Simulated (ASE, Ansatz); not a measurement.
**Generalised stacking fault on (110) of a LiCl-LiBr solid solution (56 atoms): a single point**

What does DFT give for generalised stacking fault on (110) of a LiCl-LiBr solid solution (56 atoms) as built?

Main program and level: Ansatz 0.2.0; Kohn-Sham DFT, PBE, PAW (set soft_2), plane waves.

### Step 1. The starting structure

The cell holds 56 atoms: 28 Li, 10 Br and 18 Cl. Its edges and angles: a = 7.448 Å, b = 5.266 Å, c = 26.313 Å, α = 90.0°, β = 86.6°, γ = 90.0°. It derives from LiCl and LiBr. Rock-salt LiCl lattice (a = 5.2663 Å, the value set for the mixture), cell with z along [110], 2 x 1 x 7 periods; the third cell vector is tilted by 0.417 of 1/2[1-10] and lengthened by 0.2 Å, so the cell holds one fault; displaced by a Gaussian of 0.01 Å; 10 of 28 Cl sites given to Br at random (lattice constant by Vegard's rule between LiCl and LiBr).

What the set-up can't give: The cell is under 6 Å thick along one periodic direction, so every atom has periodic images of itself close by, which move with it and show among its neighbours and in g(r). The host structure and its lattice constant were typed by rule, without a check against the phase diagram.

### Step 2. Plane-wave single point

The electrons are solved once, with the atoms held.

input.yaml

```yaml
crystal:
  lattice:
    - [7.44767, 0.0, 0.0]
    - [0.0, 5.2663, 0.0]
    - [1.55157, 0.0, 26.26686]
  atoms:
    - { symbol: Li, position: [0.79513, 0.00218, 0.992] }
    - { symbol: Br, position: [0.7351, 0.0014, 0.07085] }
    - { symbol: Li, position: [0.97089, 0.99891, 0.14148] }
    - { symbol: Cl, position: [0.70462, 0.00223, 0.21221] }
    - { symbol: Li, position: [0.94193, 0.00101, 0.28303] }
    - { symbol: Cl, position: [0.6754, 0.00063, 0.35393] }
    - { symbol: Li, position: [0.91005, 0.00064, 0.42515] }
    - { symbol: Cl, position: [0.64661, 0.00185, 0.49638] }
    - { symbol: Li, position: [0.88393, 0.00041, 0.56668] }
    - { symbol: Cl, position: [0.61826, 0.00094, 0.63754] }
    - { symbol: Li, position: [0.85374, 0.00077, 0.70841] }
    - { symbol: Cl, position: [0.58778, 0.99799, 0.77951] }
    - { symbol: Li, position: [0.82222, 0.9998, 0.85007] }
    - { symbol: Cl, position: [0.55808, 0.00101, 0.92026] }
    - { symbol: Li, position: [0.29498, 0.00418, 0.99257] }
    - { symbol: Br, position: [0.23618, 0.00428, 0.07067] }
    - { symbol: Li, position: [0.46944, 0.00107, 0.14098] }
    - { symbol: Cl, position: [0.20407, 0.00244, 0.2126] }
    - { symbol: Li, position: [0.4402, 0.00086, 0.28323] }
    - { symbol: Br, position: [0.1752, 0.99656, 0.35332] }
    - { symbol: Li, position: [0.41016, 0.00205, 0.42486] }
    - { symbol: Cl, position: [0.14831, 0.99816, 0.49573] }
    - { symbol: Li, position: [0.3823, 0.00032, 0.5666] }
    - { symbol: Cl, position: [0.11932, 0.00087, 0.63782] }
    - { symbol: Li, position: [0.35369, 0.99943, 0.70851] }
    - { symbol: Cl, position: [0.08774, 0.99911, 0.77891] }
    - { symbol: Li, position: [0.31874, 0.99848, 0.84995] }
    - { symbol: Cl, position: [0.05782, 0.99613, 0.92143] }
    - { symbol: Li, position: [0.23817, 0.5052, 0.07052] }
    - { symbol: Cl, position: [0.97345, 0.4995, 0.14101] }
    - { symbol: Li, position: [0.20622, 0.5011, 0.2122] }
    - { symbol: Cl, position: [0.94104, 0.50118, 0.28328] }
    - { symbol: Li, position: [0.17497, 0.49792, 0.35374] }
    - { symbol: Br, position: [0.90876, 0.49807, 0.42484] }
    - { symbol: Li, position: [0.14864, 0.49838, 0.49532] }
    - { symbol: Cl, position: [0.88163, 0.49676, 0.56652] }
    - { symbol: Li, position: [0.12043, 0.49957, 0.63784] }
    - { symbol: Cl, position: [0.85104, 0.50368, 0.70815] }
    - { symbol: Li, position: [0.08774, 0.50033, 0.77933] }
    - { symbol: Cl, position: [0.82377, 0.49983, 0.85063] }
    - { symbol: Li, position: [0.05648, 0.50126, 0.92124] }
    - { symbol: Cl, position: [0.79494, 0.50093, 0.99157] }
    - { symbol: Li, position: [0.73639, 0.50282, 0.07082] }
    - { symbol: Br, position: [0.46966, 0.50002, 0.14193] }
    - { symbol: Li, position: [0.70577, 0.49862, 0.21185] }
    - { symbol: Br, position: [0.44126, 0.50284, 0.28276] }
    - { symbol: Li, position: [0.67741, 0.49897, 0.3542] }
    - { symbol: Br, position: [0.40963, 0.50279, 0.42484] }
    - { symbol: Li, position: [0.64737, 0.49823, 0.49621] }
    - { symbol: Cl, position: [0.38063, 0.49874, 0.56729] }
    - { symbol: Li, position: [0.61715, 0.49871, 0.6377] }
    - { symbol: Br, position: [0.35223, 0.49958, 0.70849] }
    - { symbol: Li, position: [0.58748, 0.50001, 0.77954] }
    - { symbol: Br, position: [0.32065, 0.50152, 0.85002] }
    - { symbol: Li, position: [0.55706, 0.49745, 0.92088] }
    - { symbol: Br, position: [0.29243, 0.50399, 0.99235] }
kpoints:
  mp_grid: { grid: [2, 3, 1] }
hamiltonian:
  xc: pbe
scf:
  occupations: { method: gaussian, width: 0.025 }
output:
  forces: true
  stress: true
  populations: true
  dos:
    method: { smearing: { sigma: 0.08 } }
    de: 0.1
    projected: { site_lists: { Br: [Br], Cl: [Cl], Li: [Li] } }
  eigenvalues: true
  write_density: true
  write_potential: true
  volumetric_format: npy
```

The run is started by

```console
ansatz run input.yaml --threads 8 --pin off --max-ram 15872MiB --backend cpu --events-out ev --progress --plain --runs-dir out
```

Numbers of over 12 decimals in the logs are rounded to 6 here.

The program printed:

```text
Engine: ansatz 0.2.0, aarch64-unknown-linux-gnu
Pseudopotentials: kind: paw
Pseudopotential: Li, paw, valence charge 3, recommended cutoff 420 eV (normal), Li.paw.azcp
Pseudopotential: Br, paw, valence charge 7, recommended cutoff 420 eV (normal), Br.paw.azcp
Pseudopotential: Cl, paw, valence charge 7, recommended cutoff 420 eV (normal), Cl.paw.azcp
[... 5 lines on functional and potentials left out ...]
Crystal: 56 atoms, lattice volume = 1030.230 Å³
Basis set: ecut = 420 eV, 20169 PW (Γ), exchange–correlation on 100×72×360 points (8 copies of the dense FFT grid, shifted against one another)
Bands: 196, of which v1, the nominal top of the filled ones, is band 140 counted from 1 (139 counted from 0)
Symmetry: 1 space group operations
Space group: P1 (ITA 1), of the structure as read, at distance tolerance 1.0e-4 Å
k-points: 4 of 6 (time reversal used)
[... 7 lines on functional and potentials left out ...]
Initial density: superposition of atomic densities (neutral atoms: chi_scale 0, normalization atom), corrected by the library's trained network
Initial wavefunctions: pseudopotential atomic-orbital guess
Functional: x = pbe(κ = 0.804, μ = 0.219515), c = pbe(β = 0.066725)
SCF iter   1: F=—  HF=-53088.126460 eV  |F-HF|=—  |Δ(HF+E_count)|=         —  Δρ=3.80e-4  dr2=7.09e-3  ethr=1.77e-3  ⟨swp⟩=8.2  Hψ=3881  notcnv=0  defer=123
preconditioner: auto → Resta (q_TF=auto, 2.196 Å⁻¹)  ε∞=2.9  [insulator: Δε(μ)=5.272 eV  Ē_g=12.507 eV  σ=0.025 eV  W_gap=1.00  n_scr=186 (ndim 8)  ℏωp=17.3 eV  f_vac=0.002  D(μ)=0.00/eV (n_scr^D=0)  ε∞_Penn≈2.9]
SCF iter   2: F=—  HF=-53088.119844 eV  |F-HF|=—  |Δ(HF+E_count)|=   6.62e-3  Δρ=2.85e-4  dr2=3.13e-3  ethr=2.53e-6  ⟨swp⟩=3.2  Hψ=1764  notcnv=0  defer=165
SCF iter   3: F=—  HF=-53088.118809 eV  |F-HF|=—  |Δ(HF+E_count)|=   1.03e-3  Δρ=1.06e-4  dr2=5.05e-4  ethr=1.12e-6  ⟨swp⟩=2.0  Hψ=930  notcnv=0  defer=165
SCF iter   4: F=—  HF=-53088.118706 eV  |F-HF|=—  |Δ(HF+E_count)|=   1.04e-4  Δρ=6.29e-5  dr2=1.03e-4  ethr=1.80e-7  ⟨swp⟩=2.0  Hψ=809  notcnv=0  defer=165
SCF iter   5: F=—  HF=-53088.118679 eV  |F-HF|=—  |Δ(HF+E_count)|=   2.69e-5  Δρ=1.39e-5  dr2=6.24e-6  ethr=3.68e-8  ⟨swp⟩=2.0  Hψ=920  notcnv=0  defer=165
SCF iter   6: F=—  HF=-53088.118024 eV  |F-HF|=—  |Δ(HF+E_count)|=   6.55e-4  Δρ=9.99e-6  dr2=1.30e-6  ethr=2.23e-9  ⟨swp⟩=2.0  Hψ=1344  notcnv=0  defer=197
SCF iter   7: F=—  HF=-53088.118024 eV  |F-HF|=—  |Δ(HF+E_count)|=   5.65e-7  Δρ=2.81e-6  dr2=1.18e-7  ethr=4.64e-10  ⟨swp⟩=2.0  Hψ=916  notcnv=0  defer=197
SCF iter   8: F=-53088.118024 eV  HF=-53088.118024 eV  |F-HF|=3.35e-10  |Δ(HF+E_count)|=   7.01e-9  Δρ=5.19e-7  dr2=4.23e-9  ethr=3.57e-11  ⟨swp⟩=28.2  Hψ=7909  notcnv=0
SCF 1 converged in 8 iterations: F = -53088.118024 eV  dr2 = 4.23e-9
  greatest PAW one-centre occupation: 1.000 electrons in one spin orbital (limit 2), on the Li atom at site 28 (counted from 0), in its partial waves of l = 0
SCF converged after 8 iterations
Free energy (F): -53088.118024 eV
Harris-Foulkes:  -53088.118024 eV  (|F-HF|=3.35e-10)
Internal energy: -53088.118024 eV  (E = F + TS)
E sigma→0 (E₀):  -53088.118024 eV
Fermi energy:    4.819224 eV
--- Per-component energies (eV) ---
  E_band       = -2897.690716
  E_kinetic    = 4872.710968
  E_local      = -9217.205764  (includes V_loc(G=0)·N_el)
  E_nonlocal   = 289.173989
  E_hartree    = 2614.018032
  E_xc         = -4899.199365
  E_vxc        = -3652.233036  (∫ρ·V_xc dr)
  E_paw        = -34923.549469  (= ΣΔE_a)
  E_vpaw       = -418.176329  (= ΣTr[D̂ρ^β])
  E_aug_tail   = 0.002043  (compensation charges beyond the density's cutoff)
  E_ewald      = -11824.068459
  E_smearing   = -0.000000  (= −TS)
  E_closure    = -0.000000  (closes the sum)
  Σ components = -53088.118024   (vs F -53088.118024, Δ=0.00e0)
--- Forces (eV/Å), atoms counted from 1 ---
  atom   1  Li     0.28071624    -0.00007303    -2.14995709
  atom   2  Br    -0.32362915    -0.01256531     2.02055051
  atom   3  Li    -0.00182210     0.00752220     0.17976656
  atom   4  Cl     0.08241430    -0.01450474     0.02094631
  atom   5  Li    -0.14656921    -0.00044607    -0.14445153
  atom   6  Cl     0.02488132     0.00775063    -0.00782882
  atom   7  Li    -0.11907307    -0.01884017     0.11126593
  atom   8  Cl    -0.00405249    -0.02836603     0.02934016
  atom   9  Li    -0.01301960     0.00018534     0.01337835
  atom  10  Cl     0.02706309    -0.01293698    -0.02081246
  atom  11  Li    -0.01286853    -0.00487254    -0.01207018
  atom  12  Cl     0.05881110     0.03284431    -0.00350186
  atom  13  Li    -0.00817925    -0.00188190     0.00714867
  atom  14  Cl     0.05579527     0.01018054     0.15330486
[...]
atom  55  Li     0.24580876     0.00750010     0.07292656
  atom  56  Br     0.42812096    -0.03397855    -2.43770813
  max |Σ_I F_I| component: 1.53e-4 eV/Å
--- Stress (GPa, compression-positive) ---
        0.698968      -0.003647      -0.380494
       -0.003647       0.754879       0.001502
       -0.380496       0.001502       2.504300
  P = ⅓ Tr σ = 1.3194 GPa (13.194 kbar)
--- Band table (eV) ---
  k-point 0: bands = ["-42.1318", "-42.1234", "-42.1193", "-42.1163", [... 180 levels ...], "10.9414", "11.1865", "11.2099", "11.2198", "11.2530", "11.2893", "11.3036", "11.3709", "11.4209", "11.4582", "11.4978", "11.5122"]
[...]
--- Löwdin populations: 56 sites ---
  site symbol       q [e]
     0     Li      2.3228
     1     Br      7.5613
     2     Li      2.3400
[...]
55     Br      7.5612
  spilling = 0.006225 (of n_electrons = 280.000000)
```

The job ended after 24 s (8 threads of Arm Neoverse V2, shared host; peak memory 3 GiB; 3.1 min of CPU time).

The column dr2 measures how far the density is from self-consistency, as an energy; F and HF (Harris–Foulkes) agree once it is small.

Numbers from this run:

```
free energy                                      : -53088.1180 eV
free energy per atom                             : -948.0021 eV/atom
SCF cycles                                       : 8
pressure                                         : 1.319 GPa
r.m.s. force component                           : 0.457 eV/Å
longest force                                    : 2.475 eV/Å
Fermi energy                                     : 4.819 eV
gap (highest filled to lowest empty level) : 5.346 eV
spilling of the projection                       : 0.006225
```

Neighbours are counted within 3.06 Å (Li-Cl), 3.02 Å (Li-Br).

Length of the force by element and coordination:

```csv
element,coordination,atoms,mean length of the force (eV/Å),spread,least,most
Br,all,10,0.750,1.03,0.0234,2.48
Br,5,3,2.31,0.190,2.05,2.48
Br,6,7,0.0806,0.0378,0.0234,0.151
Cl,all,18,0.140,0.289,0.0272,1.32
Cl,5,1,1.32,0,1.32,1.32
Cl,6,17,0.0707,0.0343,0.0272,0.164
Li,all,28,0.419,0.657,0.011,2.34
Li,5,4,1.92,0.578,0.926,2.34
Li,6,24,0.169,0.0928,0.011,0.277
```

Löwdin charges by element and coordination (they lack the spilled electrons, 0.031 e an atom on average):

```csv
element,coordination,atoms,mean charge (e),spread,least,most
Br,all,10,-0.549,0.0091,-0.565,-0.540
Br,5,3,-0.562,0.0017,-0.565,-0.561
Br,6,7,-0.543,0.0018,-0.546,-0.540
Cl,all,18,-0.629,0.0041,-0.644,-0.625
Cl,5,1,-0.644,0,-0.644,-0.644
Cl,6,17,-0.628,0.0018,-0.632,-0.625
Li,all,28,0.663,0.0141,0.628,0.686
Li,5,4,0.661,0.0118,0.645,0.677
Li,6,24,0.663,0.0144,0.628,0.686
```

Density of states as counts of states in windows of 1 eV (from the Fermi level), total and the larger projections:

```csv
from (eV),to (eV),total,Cl p,Br p,Li s
-14,-7,0.0,0.0,0.0,0.0
-7,-6,0.2,0.1,0.1,0.0
-6,-5,46.4,26.8,15.3,3.6
-5,-4,53.5,37.0,14.0,1.4
-4,-3,64.0,38.7,24.4,0.2
-3,-2,4.0,0.8,3.2,0.0
-2,2,0.0,0.0,0.0,0.0
2,3,0.4,0.0,0.0,0.2
3,4,13.0,0.4,0.3,4.5
4,5,35.1,0.8,0.5,12.6
```

The curve was stored every 0.10 eV, coarse against its broadening of 0.08 eV, so these counts are rough.

Between -26 and -14 eV lie 56 more states.

About 56 of the 280 electrons lie in deeper levels, below the stored range.

The levels nearest the highest filled one (over half full), pooled over k-points and spins:

```csv
level less the highest filled one (eV),occupation
-0.216,2
-0.212,2
-0.193,2
-0.165,2
-0.162,2
0,2
5.35,0
5.75,0
5.82,0
5.91,0
6.10,0
6.14,0
```

Electrostatic potential energy in the ca plane at fractional y = 0.000, with atoms of Li and Br and Cl within 0.2 Å of it. With pseudopotentials it is smooth inside the atoms' cores, unlike the true potential.

Ten even steps from '0' (-54 eV) to '9' (8 eV), each cell a mean:
```
99999999853479999986347999999755799999987689
99999999875689999986447999999633589999975358
68997789998899999998778999999755699999985358
47862037999999767999999998899988899999997679
57830004999997312699999964479999998778999999
78830004899996101489999831148999996324899999
99962026999997311599999730038999984102699999
99998679999999755899999852258999995102699999
99999999987899999999999987789999998545899999
99999999854689999997678999999988999989999999
99999999853489999986347999999755799999987789
99999999865689999986447999999633689999975358
68987789998899999998778999999755799999985358
47861037999999767999999988899988899999987679
57830004999997312699999852269999998778999899
78830004899996200489999610028999996324899999
99962026999997311599999600007999984002799999
99998779999999755899999830038999995102799999
99999999987899999999999986589999998546899999
99999999854589999997668999999988999989999999
```
Columns run along c (16.0 Å, from fractional 0.00 to 0.61 of the cell; values clipped at the 3rd and 97th percentile), rows up along a (7.4 Å). Atoms in or near the plane, at fractional coordinates: Br at (0.07, 0.74), Li at (0.14, 0.97), Cl at (0.21, 0.70), Li at (0.28, 0.94), Cl at (0.35, 0.68), Li at (0.43, 0.91), Cl at (0.50, 0.65), Li at (0.57, 0.88), Br at (0.07, 0.24), Li at (0.14, 0.47), Cl at (0.21, 0.20), Li at (0.28, 0.44), Br at (0.35, 0.18), Li at (0.42, 0.41) and more.

Valence density in the ca plane at fractional y = 0.000, with atoms of Li and Br and Cl within 0.2 Å of it. It is the smooth field of the valence electrons, not physical close to the nuclei.

Ten steps, logarithmic in the rise over the least value, from '0' (0.0 e/Å³) to '9' (7.3 e/Å³), each cell a mean:
```
03773011111144112333210001344431000245664310
05995000000389500111015740122211131123332100
03774001100389600000038970000001686101111136
21221123221145301111027860000001798200000179
31001245543100013443212311122211475101110169
42002466664200135665420002345431011123332114
42002465465300146666531013566652100245654200
42002466565310246536531013664663101356665310
31001356664200135666531013664663101366266410
10110134442100124565320012566653101356666310
03773011211134112333210001344431000245664210
05995000000389500111015740122211121123332100
13774001100389600000038970000001686101111036
21221123321145301111027860000001898200000169
31001345543100013443212311122211575101110159
42102466664200135665420002345431011123332114
42102465465200146666531013566642000245654200
42002466565200246636531014665653101356665310
31001356654200135666531013664663101356266410
21110134432100124555320013566653101356666410
```
Columns run along c (16.0 Å, from fractional 0.39 to 1.00 of the cell), rows up along a (7.4 Å). Atoms in or near the plane, at fractional coordinates: Li at (0.99, 0.80), Li at (0.43, 0.91), Cl at (0.50, 0.65), Li at (0.57, 0.88), Cl at (0.64, 0.62), Li at (0.71, 0.85), Cl at (0.78, 0.59), Li at (0.85, 0.82), Cl at (0.92, 0.56), Li at (0.99, 0.29), Li at (0.42, 0.41), Cl at (0.50, 0.15), Li at (0.57, 0.38), Cl at (0.64, 0.12) and more.

Mean Löwdin charges: Br -0.55, Cl -0.63, Li +0.66 e (they miss 0.62 % of the electrons, so they add up to more than the cell's charge).

### Step 3. Distances and neighbours

Bonds and neighbours are counted at the geometry of the runs.

Density 2.63 g/cm³, 18.40 Å³ an atom.

Pair distribution functions g(r), in bins of 0.2 Å:

```csv
r (Å),total,Li-Li,Li-Cl,Li-Br,Cl-Cl,Cl-Br,Br-Br
2.00,0.18,0.00,0.00,1.02,0.00,0.00,0.00
2.20,0.06,0.00,0.18,0.00,0.00,0.00,0.00
2.40,0.00,0.00,0.00,0.00,0.00,0.00,0.00
2.60,6.05,0.00,12.45,11.45,0.00,0.00,0.00
2.80,0.00,0.00,0.00,0.00,0.00,0.00,0.00
3.00,0.00,0.00,0.00,0.00,0.00,0.00,0.00
3.20,0.00,0.00,0.00,0.00,0.00,0.00,0.00
3.40,0.18,0.37,0.00,0.00,0.00,0.40,1.44
3.60,0.35,0.46,0.00,0.00,0.75,1.18,0.60
3.80,5.55,11.30,0.00,0.00,12.05,10.00,10.05
4.00,0.07,0.00,0.05,0.28,0.00,0.00,0.00
4.20,0.12,0.24,0.00,0.00,0.14,0.26,0.46
4.40,0.08,0.21,0.00,0.00,0.00,0.23,0.00
4.60,2.69,0.00,5.35,5.25,0.00,0.22,0.00
4.80,0.09,0.18,0.00,0.00,0.00,0.20,0.72
5.00,0.17,0.00,0.26,0.47,0.00,0.00,0.00
5.20,1.65,2.98,0.24,0.43,3.27,2.46,4.13
5.40,0.01,0.04,0.00,0.00,0.00,0.00,0.00
5.60,0.07,0.00,0.05,0.27,0.00,0.00,0.00
5.80,3.77,0.00,7.95,6.74,0.00,0.00,0.00
6.00,0.80,0.00,1.50,1.75,0.00,0.00,0.00
6.20,0.00,0.00,0.00,0.00,0.00,0.00,0.00
6.40,3.88,7.76,0.00,0.00,8.05,7.78,6.70
6.60,0.11,0.10,0.07,0.20,0.00,0.21,0.00
6.80,0.17,0.23,0.09,0.16,0.11,0.30,0.36
7.00,0.28,0.21,0.23,0.53,0.05,0.38,0.16
7.20,0.14,0.24,0.05,0.03,0.19,0.26,0.31
7.40,1.38,2.72,0.01,0.08,2.93,2.54,2.67
```

Bonds by pair of elements; cutoffs follow the first minimum of g(r), held within bounds set by covalent radii, and pairs that aren't listed don't count as bonded:

```csv
pair A-B,cutoff (Å),bonds,mean length (Å),spread (Å),shortest (Å),B about A,A about B
Li-Cl,3.06,107,2.63,0.052,2.10,3.82,5.94
Li-Br,3.02,57,2.60,0.124,2.07,2.04,5.7
```

How many atoms have how many bonded neighbours:

```csv
element,mean,5,6
Br,5.7,3,7
Cl,5.94,1,17
Li,5.86,4,24
```

Bond angles, per cent of each kind in bins of 5°:

```csv
angle (°),Li-Cl-Li,Cl-Li-Cl,Br-Li-Cl,Li-Br-Li,Br-Li-Br
85–90,40.8,37.9,37.8,37.0,27.5
90–95,38.9,41.2,42.4,40.7,47.1
95–100,0.0,0.0,0.0,0.0,0.0
100–105,0.0,0.0,0.0,0.0,0.0
105–110,0.0,0.0,0.0,0.0,0.0
110–115,0.0,0.0,0.0,0.0,0.0
115–120,0.0,0.0,0.0,0.0,0.0
120–125,0.0,0.0,0.0,0.0,0.0
125–130,0.4,0.6,1.2,2.2,2.0
130–135,0.0,0.0,0.0,0.0,0.0
135–140,0.0,0.0,0.0,0.0,0.0
140–145,0.4,0.0,2.3,2.2,0.0
145–150,0.0,0.0,0.0,0.0,0.0
150–155,0.0,0.0,0.0,0.0,0.0
155–160,0.0,0.0,0.0,0.0,0.0
160–165,0.0,0.0,0.0,0.0,0.0
165–170,0.0,0.0,0.0,0.0,0.0
170–175,0.0,0.0,0.0,0.0,0.0
175–180,19.6,20.3,16.3,17.8,23.5
```

Bond angles (no mean is given where the spread exceeds 20°):

```csv
angle,count,mean (°),spread (°)
Li-Cl-Li,265,-,-
Cl-Li-Cl,177,-,-
Br-Li-Cl,172,-,-
Li-Br-Li,135,-,-
Br-Li-Br,51,-,-
```

Bond length by coordination (bonds to H left out):

```csv
element,coordination,atoms,mean bond length (Å)
Br,5,3,2.52
Br,6,7,2.63
Cl,5,1,2.52
Cl,6,17,2.63
Li,5,4,2.53
Li,6,24,2.63
```

By these cutoffs 70 % of Br atoms have 6, 94 % of Cl atoms have 6 and 86 % of Li atoms have 6 bonded neighbours.

Local excerpt of 8 atoms (numbers count through the whole input) about Li15, which has 5 bonded neighbours where the commonest count for Li is 6; x, y, z are measured from there.

```csv
atom,x,y,z,distance (Å),bonds,Löwdin charge (e),Fx,Fy,Fz (eV/Å)
Li15,0.00,0.00,0.00,0.00,5,0.66,0.30,-0.01,-2.32
Br16,-0.32,0.00,2.05,2.08,5,-0.56,-0.48,-0.03,2.37
Br56,-0.02,2.63,-0.01,2.63,5,-0.56,0.43,-0.03,-2.44
Br56,-0.02,-2.63,-0.01,2.63,5,-0.56,0.43,-0.03,-2.44
Cl28,-1.88,-0.04,-1.87,2.65,6,-0.63,-0.07,0.06,0.10
Cl14,1.85,-0.02,-1.90,2.65,6,-0.63,0.06,0.01,0.15
Li29,-0.30,-2.63,2.05,3.34,5,0.64,-0.41,0.00,2.21
Li29,-0.30,2.64,2.05,3.35,5,0.64,-0.41,0.00,2.21
```

The column of bonds counts only the pairs Li-Cl within 3.06 Å, Li-Br within 3.02 Å; other neighbours, such as metal atoms beside each other in a compound, aren't counted, and periodic images can show an atom twice.

### Step 4. Summary of results

```json
{
 "free energy per atom": "-948.0021 eV/atom",
 "density": "2.63 g/cm³",
 "pressure": "1.319 GPa",
 "r.m.s. force component": "0.457 eV/Å",
 "gap (highest filled to lowest empty level)": "5.346 eV",
 "wall time of the 1 DFT run": "24 s"
}
```

Between filled and empty levels lie 5.35 eV on the run's k-points; the mesh holds the band edges only if they fold onto it, so the gap at this level can be narrower or closed, while semilocal functionals tend to narrow gaps against experiment. By these cutoffs 70 % of Br atoms have 6, 94 % of Cl atoms have 6 and 86 % of Li atoms have 6 bonded neighbours.

**Limits.** The geometry was built by rule, was displaced at random and isn't relaxed at this level: its force components are 0.46 eV/Å r.m.s.

[Logs are printed without paths, hosts, clocks, repeated set-up lines and the standing remarks that a program may print on its own settings, such as how far it seeks lower states.]

[Hosts, paths, dates, database ids (printed as entryN), source tags and the programs' standing remarks are cut or masked in the printed files.]
